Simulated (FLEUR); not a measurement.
# GdSe: which magnetic order is lowest, part 2 of 2

Aim: find out whether GdSe carries moments, and which collinear order costs least.

FLEUR MaX-R8.1; LDA (VWN) with U = 4.02 eV, J = 0.7 eV on Gd f; all-electron FLAPW, Dirac cores, scalar-relativistic bands.

So far, largest spin moment in the muffin-tin sphere (μB): step 2 (run 1 (ferro +)) 6.97.

**3. Start 2: antiferro q=(0,0,1/2) +-**

Another pattern of signs weighs the neighbour shells otherwise.

This order needs a doubled cell of 4 atoms. The mesh is halved along the doubled vector, so that both cells sample the same points. The k list default-1 (kpts.xml, not shown) is a Γ-centred 6×6×3 mesh.

Contents of inp.xml:

```
<?xml version="1.0" encoding="UTF-8" standalone="no"?>
<fleurInput fleurInputVersion="0.39">
   <comment>
      GdSe
   </comment>
   <calculationSetup>
      <cutoffs Kmax="3.6" Gmax="10.8" GmaxXC="10.8" numbands="0"/>
      <scfLoop itmax="130" minDistance="0.0001" maxIterBroyd="15" imix="Anderson" alpha="0.05" precondParam="0.0" spinf="2.0" sdNocoIR="T"/>
      <coreElectrons ctail="T" frcor="F" kcrel="0" coretail_lmax="0"/>
      <xcFunctional name="vwn" relativisticCorrections="F"/>
      <magnetism jspins="2"/>
      <soc l_soc="F" theta="0.0" phi="0.0" spav="F"/>
      <expertModes spex="0" secvar="F"/>
      <geometryOptimization l_f="F" forcealpha="1.0" forcemix="BFGS" epsdisp="0.00001" epsforce="0.00001"/>
      <ldaU l_linMix="F" mixParam="0.05" spinf="1.0"/>
   </calculationSetup>
   <cell>
      <bzIntegration valenceElectrons="68.0" mode="hist" fermiSmearingEnergy="0.00183747">
         <kPointListSelection listName="default-1"/>
         <xi:include xmlns:xi="http://www.w3.org/2001/XInclude" href="kpts.xml"> </xi:include>
      </bzIntegration>
      <xi:include xmlns:xi="http://www.w3.org/2001/XInclude" href="sym.xml"> </xi:include>
      <bulkLattice scale="1.0">
         <bravaisMatrix>
            <row-1>    0.0000000000000000     5.4528047325332993     5.4528047325332993</row-1>
            <row-2>    5.4528047325332993     0.0000000000000000     5.4528047325332993</row-2>
            <row-3>   10.9056094650665987    10.9056094650665987     0.0000000000000000</row-3>
         </bravaisMatrix>
      </bulkLattice>
   </cell>
   <atomSpecies>
      <species name="Gadolinium7.000" element="Gd" atomicNumber="64">
         <mtSphere radius="2.66" gridPoints="879" logIncrement="0.015"/>
         <atomicCutoffs lmax="10" lnonsphr="8"/>
         <electronConfig flipSpins="F">
            <coreConfig>(1s1/2) (2s1/2) (2p1/2) (2p3/2) (3s1/2) (3p1/2) (3p3/2) (4s1/2) (3d3/2) (3d5/2) (4p1/2) (4p3/2) (4d3/2) (4d5/2)</coreConfig>
            <valenceConfig>(5s1/2) (5p1/2) (5p3/2) (6s1/2) (4f5/2) (4f7/2) (5d3/2) (5d5/2)</valenceConfig>
            <stateOccupation state="(4f5/2)" spinUp="2.5" spinDown="0.5"/>
            <stateOccupation state="(4f7/2)" spinUp="4.0" spinDown="0.0"/>
            <stateOccupation state="(5d3/2)" spinUp="0.4" spinDown="0.0"/>
            <stateOccupation state="(5d5/2)" spinUp="0.6" spinDown="0.0"/>
         </electronConfig>
         <energyParameters s="6" p="6" d="5" f="4"/>
         <ldaU l="3" U="4.02" J="0.7" l_amf="F"/>
         <lo type="SCLO" l="0" n="5" eDeriv="0"/>
         <lo type="SCLO" l="1" n="5" eDeriv="0"/>
      </species>
      <species name="Gadolinium-7.000" element="Gd" atomicNumber="64">
         <mtSphere radius="2.66" gridPoints="879" logIncrement="0.015"/>
         <atomicCutoffs lmax="10" lnonsphr="8"/>
         <electronConfig flipSpins="F">
            <coreConfig>(1s1/2) (2s1/2) (2p1/2) (2p3/2) (3s1/2) (3p1/2) (3p3/2) (4s1/2) (3d3/2) (3d5/2) (4p1/2) (4p3/2) (4d3/2) (4d5/2)</coreConfig>
            <valenceConfig>(5s1/2) (5p1/2) (5p3/2) (6s1/2) (4f5/2) (4f7/2) (5d3/2) (5d5/2)</valenceConfig>
            <stateOccupation state="(4f5/2)" spinUp="0.5" spinDown="2.5"/>
            <stateOccupation state="(4f7/2)" spinUp="0.0" spinDown="4.0"/>
            <stateOccupation state="(5d3/2)" spinUp="0.0" spinDown="0.4"/>
            <stateOccupation state="(5d5/2)" spinUp="0.0" spinDown="0.6"/>
         </electronConfig>
         <energyParameters s="6" p="6" d="5" f="4"/>
         <ldaU l="3" U="4.02" J="0.7" l_amf="F"/>
         <lo type="SCLO" l="0" n="5" eDeriv="0"/>
         <lo type="SCLO" l="1" n="5" eDeriv="0"/>
      </species>
      <species name="Selenium (Se)" element="Se" atomicNumber="34">
         <mtSphere radius="2.66" gridPoints="879" logIncrement="0.014"/>
         <atomicCutoffs lmax="10" lnonsphr="8"/>
         <electronConfig flipSpins="F">
            <coreConfig>(1s1/2) (2s1/2) (2p1/2) (2p3/2) (3s1/2) (3p1/2) (3p3/2)</coreConfig>
            <valenceConfig>(4s1/2) (3d3/2) (3d5/2) (4p1/2) (4p3/2)</valenceConfig>
            <stateOccupation state="(4p1/2)" spinUp="0.666667" spinDown="0.666667"/>
            <stateOccupation state="(4p3/2)" spinUp="1.333333" spinDown="1.333333"/>
         </electronConfig>
         <energyParameters s="4" p="4" d="3" f="4"/>
      </species>
   </atomSpecies>
   <atomGroups>
      <atomGroup species="Gadolinium7.000">
         <relPos label="                   1">.0000000000 .0000000000 .0000000000</relPos>
         <force calculate="T" relaxXYZ="TTT"/>
      </atomGroup>
      <atomGroup species="Gadolinium-7.000">
         <relPos label="                   2">.0000000000 .0000000000 1.000/2.000</relPos>
         <force calculate="T" relaxXYZ="TTT"/>
      </atomGroup>
      <atomGroup species="Selenium (Se)">
         <relPos label="                   3">1.000/2.000 1.000/2.000 1.000/4.000</relPos>
         <relPos label="                   4">1.000/2.000 1.000/2.000 -1.000/4.000</relPos>
         <force calculate="T" relaxXYZ="TTT"/>
      </atomGroup>
   </atomGroups>
   <output dos="F" band="F" slice="F">
      <bandDOS minEnergy="-.5*Htr" maxEnergy="0.5*Htr" sigma="0.015" storeEVData="T"/>
      <plotting iplot="0" polar="F">
         <plot TwoD="T" vec1="  1.0  0.0  0.0" vec2="  0.0  1.0  0.0" vec3="  0.0  0.0  1.0" zero="  0.0  0.0  0.0" file="plot"/>
      </plotting>
      <moessbauerParams electricFieldGradient="F" isomerShift="F" coreHyperfine="F" valenceHyperfine="F"/>
   </output>
</fleurInput>
```

Contents of crystal.txt:

```
GdSe
&input film=F cartesian=F /
0.00000000000  2.88550000000  2.88550000000
2.88550000000  0.00000000000  2.88550000000
5.77100000000  5.77100000000  0.00000000000
1.8897261246
1.0 1.0 1.0

4
64 0.00000000000  0.00000000000  0.00000000000 : 7.000
64 0.00000000000  0.00000000000  0.50000000000 : -7.000
34 0.50000000000  0.50000000000  0.25000000000
34 0.50000000000  0.50000000000  0.75000000000

&kpt div1=6 div2=6 div3=3 gamma=T /
```

Command:

```
> OMP_NUM_THREADS=1 inpgen -f crystal.txt > inpgen.log  # inp.xml is then edited as shown
> OMP_NUM_THREADS=1 mpirun -n 4 fleur_MPI > fleur.log
```

Log:

```text
[banner, memory and clock lines left out]
Welcome to FLEUR        (www.flapw.de)
      MaX-Release 8.1          (www.max-centre.eu)

 ========== k-point set info ==========
 Selected k-point list: default-1
 k-point list type: mesh
 0 x 0 x 0
 Number of k points: 36

 ------------Calculation Setup---------------------------
 Number of PE/node        :            4
 Number of OMP-threads    :            1
 k-points in parallel     :            4
 pe's per k-point         :            1
 No of k-point loops      :            9
 Eigenvalue solver        :       lapack
 Number of basis functions:          549
 Approximate size of matrices (H+S) per k-point:         0.004 GB
 Iteration:     1   Distance:      17.75210474 me/bohr^3
 Iteration:     2   Distance:      17.46904354 me/bohr^3
 Iteration:     3   Distance:      13.83091310 me/bohr^3
 Iteration:     4   Distance:       3.73984958 me/bohr^3
 Iteration:     5   Distance:       1.94038907 me/bohr^3
 Iteration:     6   Distance:       1.56085647 me/bohr^3
 Iteration:     7   Distance:       0.82356573 me/bohr^3
 Iteration:     8   Distance:       0.72725019 me/bohr^3
 Iteration:     9   Distance:       0.27760550 me/bohr^3
 Iteration:    10   Distance:       0.06336589 me/bohr^3
 Iteration:    11   Distance:       0.07565483 me/bohr^3
 Iteration:    12   Distance:       0.01448991 me/bohr^3
 Iteration:    13   Distance:       0.01087472 me/bohr^3
 Iteration:    14   Distance:       0.00412743 me/bohr^3
 Iteration:    15   Distance:       0.00344020 me/bohr^3
 Iteration:    16   Distance:       0.00317593 me/bohr^3
 Iteration:    17   Distance:       0.00201136 me/bohr^3
 Iteration:    18   Distance:       0.00041631 me/bohr^3
 Iteration:    19   Distance:       0.00031739 me/bohr^3
 Iteration:    20   Distance:       0.00016098 me/bohr^3
 Iteration:    21   Distance:       0.00011298 me/bohr^3
 Iteration:    22   Distance:       0.00003655 me/bohr^3

 ********************************************************************
 Run finished successfully
 Stop message:
   all done
 ********************************************************************

--- out.xml (last complete iteration) ---
<iteration numberForCurrentRun="   22" overallNumber="   22">
         [... left out ...]
         <bandgap value="0.0000000914" units="eV"/>
         <sumValenceSingleParticleEnergies value="-35.2274353939" units="Htr"/>
         <FermiEnergy value="0.3907903801" units="Htr"/>
         <valenceDensity>
            <mtCharges spin="1">
               <mtCharge atomType="1" total="11.4780331" s="1.0489089" p="2.9405556" d="0.5265602" f="6.9591066"/>
               <mtCharge atomType="2" total="4.3948851" s="1.0394898" p="2.9126913" d="0.3104734" f="0.1292960"/>
               <mtCharge atomType="3" total="7.6971921" s="0.8689742" p="1.8020482" d="5.0152013" f="0.0079877"/>
            </mtCharges>
            <mtCharges spin="2">
               <mtCharge atomType="1" total="4.3948849" s="1.0394898" p="2.9126912" d="0.3104734" f="0.1292959"/>
               <mtCharge atomType="2" total="11.4780333" s="1.0489089" p="2.9405557" d="0.5265603" f="6.9591066"/>
               <mtCharge atomType="3" total="7.6971921" s="0.8689742" p="1.8020482" d="5.0152013" f="0.0079877"/>
            </mtCharges>
            <spinDependentCharge spin="1" total="34.0000000" interstitial="2.7326976" mtSpheres="31.2673024"/>
            <spinDependentCharge spin="2" total="34.0000000" interstitial="2.7326976" mtSpheres="31.2673024"/>
            <totalCharge value="68.0000000000"/>
         </valenceDensity>
         [... left out ...]
         <magneticMomentsInMTSpheres units="muBohr">
            <globalMagMoment atomType="1" vec="0.00000   0.00000   7.08315"/>
            <localMagMoment atomType="1" vec="0.00000   0.00000   7.08315"/>
            <globalMagMoment atomType="2" vec="0.00000   0.00000  -7.08315"/>
            <localMagMoment atomType="2" vec="0.00000   0.00000  -7.08315"/>
            <globalMagMoment atomType="3" vec="0.00000   0.00000   0.00000"/>
            <localMagMoment atomType="3" vec="0.00000   0.00000   0.00000"/>
         </magneticMomentsInMTSpheres>
         [... left out ...]
         <totalEnergy value="   -27400.4550779276" units="Htr">
            <sumOfEigenvalues value="   -16673.2657635690">
               <coreElectrons value="-16638.0383281751"/>
               <valenceElectrons value="-35.2274353939"/>
            </sumOfEigenvalues>
            <densityCoulombPotentialIntegral value="-45353.2990014920"/>
            <densityEffectivePotentialIntegral value="-46222.8422584893"/>
            <chargeDenXCDenIntegral value="-655.5849323588"/>
            <FockExchangeEnergyValence value="0.0000000000"/>
            <FockExchangeEnergyCore value="0.0000000000"/>
         [... left out ...]
            <dftUCorrection value="-0.8444742397"/>
            <tkbTimesEntropy value="0.0004334293"/>
            <freeEnergy value="-27400.4555113570"/>
            <extrapolationTo0K value="-27400.4552946423"/>
         </totalEnergy>
         [... left out ...]
         <ldaUDensityMatrixConvergence>
            <distance spin="1" distance="0.000002"/>
            <distance spin="2" distance="0.000002"/>
         </ldaUDensityMatrixConvergence>
         <densityConvergence units="me/bohr^3">
            <chargeDensity spin="1" distance="0.0000215023"/>
            <chargeDensity spin="2" distance="0.0000238372"/>
            <overallChargeDensity distance="0.0000269308"/>
            <spinDensity distance="0.0000365493"/>
         </densityConvergence>
      </iteration>
```

The job ended after 51 s (4 MPI ranks of Intel Xeon 6975P-C (Granite Rapids), shared host; peak memory 0.49 GiB).

Spin moment in the muffin-tin sphere by atom:

```tsv
atom	spin moment in the muffin-tin sphere (μB)
Gd1	7.08
Gd2	-7.08
Se3	0.00
Se4	0.00
```

This step gave:

```yaml
free_energy: -745604.3782 eV
program_s_band_gap_on_this_mesh_in_a_metal_only_a_level_spacing: 9.14e-8 eV
magnetization: 0 μB
final_state: antiferromagnetic
```

It lies 38.6 meV a seeded atom under the first start, and its largest moment is 7.08 μB against 6.97 μB.

**4. Run 3 (antiferro q=(0,1/2,1/2) +-)**

Reversing part of the moments tests the sign of the couplings between them.

This order needs a doubled cell of 4 atoms. The mesh is halved along the doubled vector, so that both cells sample the same points. The k list default-1 (kpts.xml, not shown) is a Γ-centred 6×3×6 mesh.

Edit inp.xml of step 3 so:

```diff
@@ -25,4 +25,4 @@
             <row-1>    0.0000000000000000     5.4528047325332993     5.4528047325332993</row-1>
-            <row-2>    5.4528047325332993     0.0000000000000000     5.4528047325332993</row-2>
-            <row-3>   10.9056094650665987    10.9056094650665987     0.0000000000000000</row-3>
+            <row-2>   10.9056094650665987     0.0000000000000000    10.9056094650665987</row-2>
+            <row-3>   10.9056094650665987     5.4528047325332993     5.4528047325332993</row-3>
          </bravaisMatrix>
@@ -81,3 +81,3 @@
       <atomGroup species="Gadolinium-7.000">
-         <relPos label="                   2">.0000000000 .0000000000 1.000/2.000</relPos>
+         <relPos label="                   2">.0000000000 1.000/2.000 .0000000000</relPos>
          <force calculate="T" relaxXYZ="TTT"/>
@@ -85,4 +85,7 @@
       <atomGroup species="Selenium (Se)">
-         <relPos label="                   3">1.000/2.000 1.000/2.000 1.000/4.000</relPos>
-         <relPos label="                   4">1.000/2.000 1.000/2.000 -1.000/4.000</relPos>
+         <relPos label="                   3">1.000/2.000 .0000000000 1.000/2.000</relPos>
+         <force calculate="T" relaxXYZ="TTT"/>
+      </atomGroup>
+      <atomGroup species="Selenium (Se)">
+         <relPos label="                   4">1.000/2.000 1.000/2.000 1.000/2.000</relPos>
          <force calculate="T" relaxXYZ="TTT"/>
```

Contents of crystal.txt:

```
GdSe
&input film=F cartesian=F /
0.00000000000  2.88550000000  2.88550000000
5.77100000000  0.00000000000  5.77100000000
5.77100000000  2.88550000000  2.88550000000
1.8897261246
1.0 1.0 1.0

4
64 0.00000000000  0.00000000000  0.00000000000 : 7.000
64 0.00000000000  0.50000000000  0.00000000000 : -7.000
34 0.50000000000  0.00000000000  0.50000000000
34 0.50000000000  0.50000000000  0.50000000000

&kpt div1=6 div2=3 div3=6 gamma=T /
```

Log:

```text
[banner, memory and clock lines left out]
Welcome to FLEUR        (www.flapw.de)
      MaX-Release 8.1          (www.max-centre.eu)

 ========== k-point set info ==========
 Selected k-point list: default-1
 k-point list type: mesh
 0 x 0 x 0
 Number of k points: 36

 [... set-up left out ...]
 Iteration:     1   Distance:      17.30023689 me/bohr^3
 Iteration:     2   Distance:      17.13660135 me/bohr^3
 Iteration:     3   Distance:      14.42442934 me/bohr^3
 Iteration:     4   Distance:       3.94234331 me/bohr^3
 Iteration:     5   Distance:       2.06181918 me/bohr^3
[...]
[... left out ...]
            <freeEnergy value="-27400.4537285620"/>
            <extrapolationTo0K value="-27400.4533683409"/>
         </totalEnergy>
         [... left out ...]
         <ldaUDensityMatrixConvergence>
            <distance spin="1" distance="0.000001"/>
            <distance spin="2" distance="0.000001"/>
         </ldaUDensityMatrixConvergence>
         <densityConvergence units="me/bohr^3">
            <chargeDensity spin="1" distance="0.0000477342"/>
            <chargeDensity spin="2" distance="0.0000480029"/>
            <overallChargeDensity distance="0.0000795362"/>
            <spinDensity distance="0.0000532884"/>
         </densityConvergence>
      </iteration>
```

It took 49 s on 4 MPI ranks; peak memory 0.51 GiB.

Spin moment in the muffin-tin sphere by atom:

```tsv
atom	spin moment in the muffin-tin sphere (μB)
Gd1	7.02
Gd2	-7.02
Se3	0.01
Se4	-0.01
```

Read from the output:

* free energy: -745604.3297 eV
* program's band gap on this mesh (in a metal only a level spacing): 7.75e-8 eV
* magnetization: 0 μB
* final state: antiferromagnetic

It lies 14.3 meV a seeded atom under the first start, and its largest moment is 7.02 μB against 6.97 μB.

**5. The states side by side**

Free energies are divided by the number of seeded atoms, so that cells of unlike size compare. Wavevectors q in the names are fractions of the primitive cell's reciprocal vectors.

Orders:

```tsv
start	final state	typed order kept	energy over the lowest (meV a seeded atom)	largest sphere moment (μB)	net moment (μB a primitive cell)	mesh matched	CPU time (s)
ferro +	ferromagnetic	yes	38.61	6.974	7.024	yes	31.65
antiferro q=(0,0,1/2) +-	antiferromagnetic	yes	0	7.083	0	yes	203.1
antiferro q=(0,1/2,1/2) +-	antiferromagnetic	yes	24.26	7.019	0	yes	196.8
```

**6. Summary of results**

```
lowest state found       : antiferromagnetic (typed antiferro q=(0,0,1/2) +-)
largest site spin moment : 7.08 μB
next finished state      : antiferromagnetic, 24.3 meV a seeded atom higher
```

**Reading.** The lowest state found is antiferromagnetic, reached from the start antiferro q=(0,0,1/2) +-, with moments up to 7.08 μB. The next finished state costs 24 meV a seeded atom. This is the lowest of 3 finished starts, no proof of the ground state. The f shell is half filled, so the spin-only picture is fair.

[Logs and program files are shortened in this print: banners, set-up blocks, solver, clock and traceback lines can be left out without a mark of their own.]

[Logs are printed without paths, hosts, clocks, repeated set-up lines and the standing remarks that a program may print on its own settings, such as how far it seeks lower states.]

[Hosts, paths, dates, database ids (printed as entryN), source tags and the programs' standing remarks are cut or masked in the printed files.]

[Where a cell is said to come from a database of computed structures, the database is the Materials Project.]
